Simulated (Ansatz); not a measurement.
# Transmission past a defect: Al wire along [110], 4 atoms a period, vacancy of one Al

Wanted: the relaxed defect and the transmission past it, beside the channels of the perfect wire.

Calculated with Ansatz 0.2.0; DFT PBE, plane waves, PAW; relaxation of a wire's period, in the first sound run; inputs show where later runs differ.

## 1. The structure

The cell holds 4 atoms: 4 Al. Its edges and angles: a = 8.820 Å, b = 11.085 Å, c = 2.857 Å, α = 90.0°, β = 90.0°, γ = 90.0°. Vacuum lies along a and b. The structure's axis is c.

## 2. Relaxing the period

Band widths follow the bond lengths, so the wire is relaxed first. The atoms and the third cell vector are free; the box across stays fixed as vacuum. A Fermi-Dirac smearing is set since the result may be a metal. The pressure printed is a third of the stress's trace over the whole box, vacuum included; only the stress along the axis is relaxed.

File input.yaml:

```yaml
crystal:
  lattice:
    - [8.82, 0.0, 0.0]
    - [0.0, 11.085, 0.0]
    - [0.0, 0.0, 2.856711396]
  atoms:
    - { symbol: Al, position: [0.385487528, 0.435575616, 0.0] }
    - { symbol: Al, position: [0.614512472, 0.306720794, 0.5] }
    - { symbol: Al, position: [0.614512472, 0.564430437, 0.5] }
    - { symbol: Al, position: [0.385487528, 0.693285259, 0.0] }
kpoints:
  mp_grid: { grid: [1, 1, 29] }
scf:
  occupations: { method: fermi_dirac, width: 0.05 }
hamiltonian:
  xc: pbe
relax:
  cell: { fix: [a, b, alpha, beta, gamma] }
  max_steps: 60
```

Launch:

```sh
> ansatz run input.yaml --threads 4 --pin off --max-ram 16384MiB --backend cpu --events-out ev --progress --plain --runs-dir out
```

Numbers of over 12 decimals in the logs are rounded to 6 here.

Output:

```text
Engine: ansatz 0.2.0, aarch64-unknown-linux-gnu
Pseudopotentials: kind: paw
Pseudopotential: Al, paw, valence charge 3, recommended cutoff 420 eV (normal), Al.paw.azcp
Functional definition: PBE
  parameter kappa = 0.804
  parameter beta = 0.066725
  exchange = pbe_x(kappa = kappa, mu = beta*pi^2/3)
  correlation = pbe_c(beta = beta)
Crystal: 4 atoms, lattice volume = 279.300 Å³
Basis set: ecut = 420 eV, 5477 PW (Γ), exchange–correlation on 120×150×40 points (8 copies of the dense FFT grid, shifted against one another)
Bands: 10, of which v1, the nominal top of the filled ones, is band 6 counted from 1 (5 counted from 0)
Symmetry: 4 space group operations
Space group: P21/m (ITA 11), of the structure as read, at distance tolerance 6.5e-5 Å
k-points: 15 of 29
Non-local potential: Al, projectors of the file, l = 0: 2, l = 1: 2, l = 2: 1
PAW form: soft (Blöchl's): semilocal exchange-correlation on the pseudo side does not see the compensation charge
PAW one-centre angular grid: Al, 110 points (default); XC on 64 Gauss nodes
Initial density: superposition of atomic densities (neutral atoms: chi_scale 0, normalization atom), corrected by the library's trained network
Initial wavefunctions: pseudopotential atomic-orbital guess
Functional: x = pbe(κ = 0.804, μ = 0.219515), c = pbe(β = 0.066725)
SCF iter   1: F=—  HF=-2146.593454 eV  |F-HF|=—  |Δ(HF+E_count)|=         —  Δρ=1.74e-3  dr2=4.81e-2  ethr=1.77e-3  ⟨swp⟩=8.4  Hψ=1371  notcnv=0
preconditioner: auto → LDOS  [metal: Δε(μ)=0.027 eV  Ē_g=4.932 eV  σ=0.050 eV  W_gap=0.14  n_scr=20 (ndim 8)  ℏωp=7.7 eV  f_vac=0.390  D(μ)=2.93/eV (n_scr^D=14)  β→1.0]
SCF iter   2: F=—  HF=-2146.586780 eV  |F-HF|=—  |Δ(HF+E_count)|=   6.67e-3  Δρ=7.30e-4  dr2=2.82e-3  ethr=4.01e-4  ⟨swp⟩=2.3  Hψ=335  notcnv=0
SCF iter   3: F=—  HF=-2146.587500 eV  |F-HF|=—  |Δ(HF+E_count)|=   7.21e-4  Δρ=1.98e-4  dr2=4.52e-4  ethr=2.35e-5  ⟨swp⟩=2.1  Hψ=270  notcnv=0
SCF iter   4: F=—  HF=-2146.587460 eV  |F-HF|=—  |Δ(HF+E_count)|=   4.07e-5  Δρ=4.61e-5  dr2=1.61e-5  ethr=3.76e-6  ⟨swp⟩=2.2  Hψ=230  notcnv=0
SCF iter   5: F=—  HF=-2146.587620 eV  |F-HF|=—  |Δ(HF+E_count)|=   1.60e-4  Δρ=1.04e-5  dr2=1.00e-6  ethr=1.34e-7  ⟨swp⟩=2.3  Hψ=240  notcnv=0
SCF iter   6: F=-2146.587620 eV  HF=-2146.587620 eV  |F-HF|=6.54e-9  |Δ(HF+E_count)|=   1.41e-7  Δρ=2.64e-6  dr2=4.04e-8  ethr=8.33e-10  ⟨swp⟩=5.3  Hψ=593  notcnv=0
SCF 1 converged in 6 iterations: F = -2146.587620 eV  dr2 = 4.04e-8
  greatest PAW one-centre occupation: 0.498 electrons in one spin orbital (limit 2), on the Al atom at site 3 (counted from 0), in its partial waves of l = 0
relax step   1: F+E_penalty+E_count = -2146.58762017 eV  Δ(F+E_penalty+E_count) = +0.000e0 eV  max|allowed force component| = 3.721e-1 eV/Å  Δτ_max = 0.0000 Å  P = -1.731 GPa  Ω = 279.300 Å³  fix = [a, b, alpha, beta, gamma]  reactions: a -0.193, b -0.943 GPa; gamma -0.358 GPa/rad  (6 SCF iters, dr2 threshold 1.00e-7 eV, accepted)
Crystal: 4 atoms, lattice volume = 265.667 Å³
Basis set: ecut = 420 eV, 5217 PW (Γ), exchange–correlation on 120×150×40 points (8 copies of the dense FFT grid, shifted against one another)
Initial density: handed on by an earlier stage of this run
Initial wavefunctions: those handed on with the density
iter 1 solved again at ethr=8.33e-4 eV; its pass at ethr=3.10e-3 eV (dr2=9.99e-2 eV) is discarded
SCF iter   1: F=—  HF=-2146.997542 eV  |F-HF|=—  |Δ(HF+E_count)|=         —  Δρ=3.26e-3  dr2=1.07e-1  ethr=8.33e-4  ⟨swp⟩=1.0  Hψ=1554  notcnv=0
eigensolver tolerance schedule calibrated: the retry pair's looser diagonalisation under-reported the residual by θ = 0.06 (0.11/decade); ethr = c·dr2/N_el runs at the constant in force after the calibration composes with the one it found (an armed cap, an earlier calibration), c = 8.3e-2
preconditioner: auto → LDOS  [metal: Δε(μ)=0.056 eV  Ē_g=5.231 eV  σ=0.050 eV  W_gap=0.27  n_scr=20 (ndim 8)  ℏωp=7.9 eV  f_vac=0.397  D(μ)=2.76/eV (n_scr^D=14)  β→1.0]
SCF iter   2: F=—  HF=-2146.974943 eV  |F-HF|=—  |Δ(HF+E_count)|=   2.26e-2  Δρ=1.31e-3  dr2=9.62e-3  ethr=7.34e-4  ⟨swp⟩=2.4  Hψ=262  notcnv=0
SCF iter   3: F=—  HF=-2146.974753 eV  |F-HF|=—  |Δ(HF+E_count)|=   1.90e-4  Δρ=4.83e-4  dr2=2.78e-3  ethr=6.62e-5  ⟨swp⟩=2.1  Hψ=289  notcnv=0
SCF iter   4: F=—  HF=-2146.974516 eV  |F-HF|=—  |Δ(HF+E_count)|=   2.36e-4  Δρ=1.86e-4  dr2=3.95e-4  ethr=1.91e-5  ⟨swp⟩=2.8  Hψ=248  notcnv=0
SCF iter   5: F=—  HF=-2146.974461 eV  |F-HF|=—  |Δ(HF+E_count)|=   5.52e-5  Δρ=4.43e-5  dr2=2.36e-5  ethr=2.72e-6  ⟨swp⟩=2.5  Hψ=212  notcnv=0
SCF iter   6: F=—  HF=-2146.974458 eV  |F-HF|=—  |Δ(HF+E_count)|=   3.39e-6  Δρ=8.33e-6  dr2=5.67e-7  ethr=1.62e-7  ⟨swp⟩=2.5  Hψ=220  notcnv=0
SCF iter   7: F=-2146.974458 eV  HF=-2146.974458 eV  |F-HF|=1.01e-8  |Δ(HF+E_count)|=   4.07e-8  Δρ=1.82e-6  dr2=2.74e-8  ethr=2.75e-9  ⟨swp⟩=5.0  Hψ=568  notcnv=0
SCF 2 converged in 7 iterations: F = -2146.974458 eV  dr2 = 2.74e-8
  greatest PAW one-centre occupation: 0.474 electrons in one spin orbital (limit 2), on the Al atom at site 2 (counted from 0), in its partial waves of l = 0
relax step   2: F+E_penalty+E_count = -2146.97445788 eV  Δ(F+E_penalty+E_count) = -3.868e-1 eV  max|allowed force component| = 2.054e-1 eV/Å  Δτ_max = 0.0933 Å  P = -1.237 GPa  Ω = 265.667 Å³  energy of the carried Pulay correction = +1.212e-3 eV  fix = [a, b, alpha, beta, gamma]  reactions: a +0.071, b -0.388 GPa; gamma -0.228 GPa/rad  (7 SCF iters, dr2 threshold 4.00e-7 eV, accepted)
Crystal: 4 atoms, lattice volume = 252.029 Å³
Basis set: ecut = 420 eV, 4905 PW (Γ), exchange–correlation on 120×150×40 points (8 copies of the dense FFT grid, shifted against one another)
iter 1 solved again at ethr=4.00e-4 eV; its pass at ethr=3.10e-3 eV (dr2=4.80e-2 eV) is discarded
SCF iter   1: F=—  HF=-2147.184328 eV  |F-HF|=—  |Δ(HF+E_count)|=         —  Δρ=3.50e-3  dr2=4.93e-2  ethr=4.00e-4  ⟨swp⟩=1.3  Hψ=1600  notcnv=0
preconditioner: auto → LDOS  [metal: Δε(μ)=0.016 eV  Ē_g=5.376 eV  σ=0.050 eV  W_gap=0.08  n_scr=20 (ndim 8)  ℏωp=8.1 eV  f_vac=0.385  D(μ)=2.68/eV (n_scr^D=14)  β→1.0]
SCF iter   2: F=—  HF=-2147.165743 eV  |F-HF|=—  |Δ(HF+E_count)|=   1.86e-2  Δρ=1.11e-3  dr2=5.14e-3  ethr=4.00e-4  ⟨swp⟩=2.3  Hψ=277  notcnv=0
SCF iter   3: F=—  HF=-2147.167914 eV  |F-HF|=—  |Δ(HF+E_count)|=   2.17e-3  Δρ=3.68e-4  dr2=6.92e-4  ethr=4.28e-5  ⟨swp⟩=2.1  Hψ=279  notcnv=0
SCF iter   4: F=—  HF=-2147.167990 eV  |F-HF|=—  |Δ(HF+E_count)|=   7.62e-5  Δρ=9.70e-5  dr2=6.21e-5  ethr=5.76e-6  ⟨swp⟩=2.1  Hψ=231  notcnv=0
[...]
relax step   8: F+E_penalty+E_count = -2147.20336435 eV  Δ(F+E_penalty+E_count) = -1.220e-2 eV  max|allowed force component| = 8.495e-2 eV/Å  Δτ_max = 0.1908 Å  P = -0.363 GPa  Ω = 252.524 Å³  energy of the carried Pulay correction = +2.440e-3 eV  fix = [a, b, alpha, beta, gamma]  reactions: a -0.604, b -0.155 GPa; gamma -0.092 GPa/rad  (6 SCF iters, dr2 threshold 4.00e-7 eV, accepted)
relax step   9: F+E_penalty+E_count = -2147.21029133 eV  Δ(F+E_penalty+E_count) = -6.927e-3 eV  max|allowed force component| = 1.417e-1 eV/Å  Δτ_max = 0.1949 Å  P = -0.527 GPa  Ω = 252.043 Å³  energy of the carried Pulay correction = +2.486e-3 eV  fix = [a, b, alpha, beta, gamma]  reactions: a -0.805, b -0.392 GPa; gamma -0.140 GPa/rad  (6 SCF iters, dr2 threshold 4.00e-7 eV, accepted)
relax step  10: F+E_penalty+E_count = -2147.20918259 eV  Δ(F+E_penalty+E_count) = +1.109e-3 eV  max|allowed force component| = 1.740e-1 eV/Å  Δτ_max = 0.0794 Å  P = -0.036 GPa  Ω = 249.525 Å³  energy of the carried Pulay correction = +2.729e-3 eV  fix = [a, b, alpha, beta, gamma]  (6 SCF iters, dr2 threshold 4.00e-7 eV, rejected (line search))
relax step  11: F+E_penalty+E_count = -2147.22020033 eV  Δ(F+E_penalty+E_count) = -9.909e-3 eV  max|allowed force component| = 5.566e-2 eV/Å  Δτ_max = 0.0377 Å  P = -0.247 GPa  Ω = 250.949 Å³  energy of the carried Pulay correction = +2.592e-3 eV  fix = [a, b, alpha, beta, gamma]  reactions: a -0.533, b -0.192 GPa; gamma +0.011 GPa/rad  (8 SCF iters, accepted)
relax step  12: F+E_penalty+E_count = -2147.22654478 eV  Δ(F+E_penalty+E_count) = -6.344e-3 eV  max|allowed force component| = 2.990e-2 eV/Å  Δτ_max = 0.1000 Å  P = -0.208 GPa  Ω = 251.124 Å³  energy of the carried Pulay correction = +2.575e-3 eV  fix = [a, b, alpha, beta, gamma]  reactions: a -0.521, b -0.120 GPa; gamma +0.036 GPa/rad  (6 SCF iters, dr2 threshold 1.94e-7 eV, accepted)
relax step  13: F+E_penalty+E_count = -2147.23276626 eV  Δ(F+E_penalty+E_count) = -6.221e-3 eV  max|allowed force component| = 3.755e-2 eV/Å  Δτ_max = 0.1473 Å  P = -0.268 GPa  Ω = 251.534 Å³  energy of the carried Pulay correction = +2.535e-3 eV  fix = [a, b, alpha, beta, gamma]  reactions: a -0.627, b -0.126 GPa; gamma -0.017 GPa/rad  (6 SCF iters, dr2 threshold 5.59e-8 eV, accepted)
relax step  14: F+E_penalty+E_count = -2147.23494049 eV  Δ(F+E_penalty+E_count) = -2.174e-3 eV  max|allowed force component| = 2.313e-2 eV/Å  Δτ_max = 0.1522 Å  P = -0.292 GPa  Ω = 252.101 Å³  energy of the carried Pulay correction = +2.481e-3 eV  fix = [a, b, alpha, beta, gamma]  reactions: a -0.681, b -0.056 GPa; gamma -0.033 GPa/rad  (6 SCF iters, dr2 threshold 8.81e-8 eV, accepted)
relax step  15: F+E_penalty+E_count = -2147.23514900 eV  Δ(F+E_penalty+E_count) = -2.085e-4 eV  max|allowed force component| = 1.802e-2 eV/Å  Δτ_max = 0.0192 Å  P = -0.165 GPa  Ω = 251.240 Å³  energy of the carried Pulay correction = +2.564e-3 eV  fix = [a, b, alpha, beta, gamma]  reactions: a -0.578, b -0.002 GPa; gamma +0.043 GPa/rad  (6 SCF iters, dr2 threshold 4.93e-8 eV, accepted)
relax step  16: F+E_penalty+E_count = -2147.23537440 eV  Δ(F+E_penalty+E_count) = -2.254e-4 eV  max|allowed force component| = 7.315e-3 eV/Å  Δτ_max = 0.0119 Å  P = -0.218 GPa  Ω = 251.654 Å³  energy of the carried Pulay correction = +2.524e-3 eV  fix = [a, b, alpha, beta, gamma]  reactions: a -0.610, b -0.038 GPa; gamma -0.009 GPa/rad  (5 SCF iters, dr2 threshold 2.03e-8 eV, accepted)
Basis set: ecut = 420 eV, 4905 PW (Γ), exchange–correlation on 120×150×36 points (8 copies of the dense FFT grid, shifted against one another)
Initial wavefunctions: pseudopotential atomic-orbital guess (no wavefunctions were taken with the density)
iter 1 solved again at ethr=1.44e-6 eV; its pass at ethr=3.10e-3 eV (dr2=1.73e-4 eV) is discarded
SCF iter   1: F=—  HF=-2147.234402 eV  |F-HF|=—  |Δ(HF+E_count)|=         —  Δρ=2.67e-5  dr2=1.72e-7  ethr=1.44e-6  ⟨swp⟩=3.1  Hψ=1815  notcnv=0
eigensolver tolerance schedule: the retry pair's looser diagonalisation over-reported the residual by 1007.71 of it (diagonalisation noise at 0.88 of the residual, at the tolerance the schedule requests for it); recorded, not acted on — ethr = c·dr2/N_el stays at c = 1.0e-1
SCF iter   2: F=—  HF=-2147.234404 eV  |F-HF|=—  |Δ(HF+E_count)|=   2.33e-6  Δρ=2.36e-6  dr2=1.48e-8  ethr=1.43e-9  ⟨swp⟩=3.1  Hψ=323  notcnv=0
SCF iter   3: F=—  HF=-2147.234404 eV  |F-HF|=—  |Δ(HF+E_count)|=   5.08e-9  Δρ=4.59e-7  dr2=9.79e-10  ethr=1.23e-10  ⟨swp⟩=2.5  Hψ=241  notcnv=0
SCF iter   4: F=—  HF=-2147.234404 eV  |F-HF|=—  |Δ(HF+E_count)|=  1.96e-10  Δρ=1.29e-7  dr2=1.93e-10  ethr=8.16e-12  ⟨swp⟩=2.1  Hψ=239  notcnv=0
SCF iter   5: F=-2147.234404 eV  HF=-2147.234404 eV  |F-HF|=8.64e-12  |Δ(HF+E_count)|=  2.14e-11  Δρ=4.61e-8  dr2=1.51e-11  ethr=1.00e-12  ⟨swp⟩=5.0  Hψ=575  notcnv=0
SCF 17 converged in 5 iterations: F = -2147.234404 eV  dr2 = 1.51e-11
relax step  17: F+E_penalty+E_count = -2147.23440434 eV  Δ(F+E_penalty+E_count) = +9.701e-4 eV  max|allowed force component| = 7.528e-3 eV/Å  Δτ_max = 0.0000 Å  P = -0.226 GPa  Ω = 251.654 Å³  fix = [a, b, alpha, beta, gamma]  reactions: a -0.615, b -0.044 GPa; gamma -0.008 GPa/rad  stress off target by 2.04e-2 GPa on what of the cell is left free  SCF on the basis re-selected at this cell (its energy is not comparable with the rows above)  (5 SCF iters)
basis re-selected at this cell: Δ(F+E_penalty+E_count) = +9.701e-4 eV, ΔP = -0.008 GPa vs the last step (what re-selecting the basis moved, of the pressure what is left beyond the Pulay correction that the steps carried, after the strain that the cell walked since its last selection, with what the two solves' SCF thresholds leave and, on support functions, any second-order correction that the steps lacked; it is no measure of the basis error at this ecutwfc). The dense FFT grid was sized anew with the basis: this SCF ran on 60×75×18 points, the steps before it on 60×75×20, so part of this shift can come from that change (see relax.cell in the input reference). [rest of the remark cut]
SCF converged after 5 iterations
Free energy (F): -2147.234404 eV
Harris-Foulkes:  -2147.234404 eV  (|F-HF|=8.64e-12)
Internal energy: -2147.220244 eV  (E = F + TS)
E sigma→0 (E₀):  -2147.227324 eV
Entropy (-TS):   -0.014161 eV (-3.540 meV/atom)
Fermi energy:    -1.003301 eV
--- Per-component energies (eV) ---
  E_band       = -54.544134
  E_kinetic    = 81.664932
  E_local      = -526.317153  (includes V_loc(G=0)·N_el)
  E_nonlocal   = 43.595005
  E_hartree    = 234.290484
  E_xc         = -152.598485
  E_vxc        = -107.161321  (∫ρ·V_xc dr)
  E_paw        = -1869.584101  (= ΣΔE_a)
  E_vpaw       = -14.906525  (= ΣTr[D̂ρ^β])
  E_aug_tail   = -0.000008  (compensation charges beyond the density's cutoff)
  E_ewald      = 41.729083
  E_smearing   = -0.014161  (= −TS)
  E_closure    = -0.000000  (closes the sum)
  Σ components = -2147.234404   (vs F -2147.234404, Δ=0.00e0)
--- Forces (eV/Å), atoms counted from 1 ---
  atom   1  Al    -0.00752764    -0.00131705     0.00000000
  atom   2  Al    -0.00056379     0.00586325     0.00000000
  atom   3  Al     0.00752764     0.00131705     0.00000000
  atom   4  Al     0.00056379    -0.00586325     0.00000000
  max |Σ_I F_I| component: 8.67e-19 eV/Å
--- Stress (GPa, compression-positive) ---
       -0.614667       0.008352       0.000000
        0.008352      -0.043755       0.000000
        0.000000       0.000000      -0.020436
  P = ⅓ Tr σ = -0.2263 GPa (-2.263 kbar)
--- Relaxed structure (16 steps of the walk, 15 accepted, 1 SCFs on fresh bases) ---
  F+E_penalty+E_count = -2147.23440434 eV   max|allowed force component| = 7.528e-3 eV/Å   (the final SCF, on the basis selected at the relaxed cell)
  cell:  # Å, volume = 251.6538 Å³
    - [8.82, 0, 0.0]
    - [0, 11.085, 0.0]
    - [0.0, 0.0, 2.573945]
  atoms:
    - { symbol: Al, position: [0.429467, 0.393169, 0.0] }
    - { symbol: Al, position: [0.710518, 0.385560, 0.5] }
    - { symbol: Al, position: [0.570533, 0.606837, 0.5] }
    - { symbol: Al, position: [0.289482, 0.614446, 0.0] }
```

Wall time 15 s (4 threads of Arm Neoverse V1, shared host); peak memory 0.48 GiB.

Step by step:

| step | energy less that of the first step (eV) | largest force component (eV/Å) | pressure (GPa) | volume (Å³) |
| --- | --- | --- | --- | --- |
| 1 | 0.0000 | 0.3721 | -1.73 | 279.30 |
| 2 | -0.3868 | 0.2054 | -1.24 | 265.67 |
| 3 | -0.5804 | 0.1558 | -0.54 | 252.03 |
| 4 | -0.5898 | 0.0775 | 0.26 | 249.33 |
| 5 | -0.5956 | 0.1178 | -0.25 | 252.08 |
| 6 | -0.5992 | 0.0655 | -0.25 | 252.73 |
| 7 | -0.6035 | 0.1680 | 0.01 | 251.63 |
| 8 | -0.6157 | 0.0849 | -0.36 | 252.52 |
| 9 | -0.6227 | 0.1417 | -0.53 | 252.04 |
| 10 | -0.6216 | 0.1740 | -0.04 | 249.53 |
| 11 | -0.6326 | 0.0557 | -0.25 | 250.95 |
| 12 | -0.6389 | 0.0299 | -0.21 | 251.12 |
| 13 | -0.6451 | 0.0375 | -0.27 | 251.53 |
| 14 | -0.6473 | 0.0231 | -0.29 | 252.10 |
| 15 | -0.6475 | 0.0180 | -0.17 | 251.24 |
| 16 | -0.6478 | 0.0073 | -0.22 | 251.65 |
| 17* | -0.6468 | 0.0075 | -0.23 | 251.65 |

Relaxation steps marked * repeat the geometry before them on a plane-wave basis chosen anew for their cell, so energy and pressure can jump there. Relaxation step 10 was tried and not accepted.

Forces are held to the 4 operations that the run works with; a distortion that breaks them can't arise in this run.

| cell as run | before | after | change |
| --- | --- | --- | --- |
| c (Å) | 2.857 | 2.574 | -9.9 % |

The atoms that moved most (Å, along periodic axes as changes of fractional coordinates times the final cell, across vacuum about the mean position):

| atom | dx | dy | dz | length |
| --- | --- | --- | --- | --- |
| Al2 | 0.847 | 0.874 | 0.000 | 1.217 |
| Al4 | -0.847 | -0.874 | 0.000 | 1.217 |
| Al1 | 0.388 | -0.470 | 0.000 | 0.609 |
| Al3 | -0.388 | 0.470 | 0.000 | 0.609 |

Final coordinates:

```cif
data_structure
_symmetry_space_group_name_H-M 'P 1'
_symmetry_Int_Tables_number 1
_cell_length_a 8.8200
_cell_length_b 11.0850
_cell_length_c 2.5739
_cell_angle_alpha 90.000
_cell_angle_beta 90.000
_cell_angle_gamma 90.000
_cell_volume 251.65
loop_
_atom_site_label
_atom_site_type_symbol
_atom_site_fract_x
_atom_site_fract_y
_atom_site_fract_z
_atom_site_occupancy
Al1 Al 0.42947 0.39317 0.00000 1
Al2 Al 0.71052 0.38556 0.50000 1
Al3 Al 0.57053 0.60684 0.50000 1
Al4 Al 0.28948 0.61445 0.00000 1
```

This step gave:

* energy at zero smearing: -2147.2273 eV
* cell length along the wire: 2.574 Å

The cell's length comes to 2.574 Å with spin left out.

(Part 1 of 3 ends here.)

[Logs are printed without paths, hosts, clocks, repeated set-up lines and the standing remarks that a program may print on its own settings, such as how far it seeks lower states.]

[Hosts, paths, dates, database ids (printed as entryN), source tags and the programs' standing remarks are cut or masked in the printed files.]
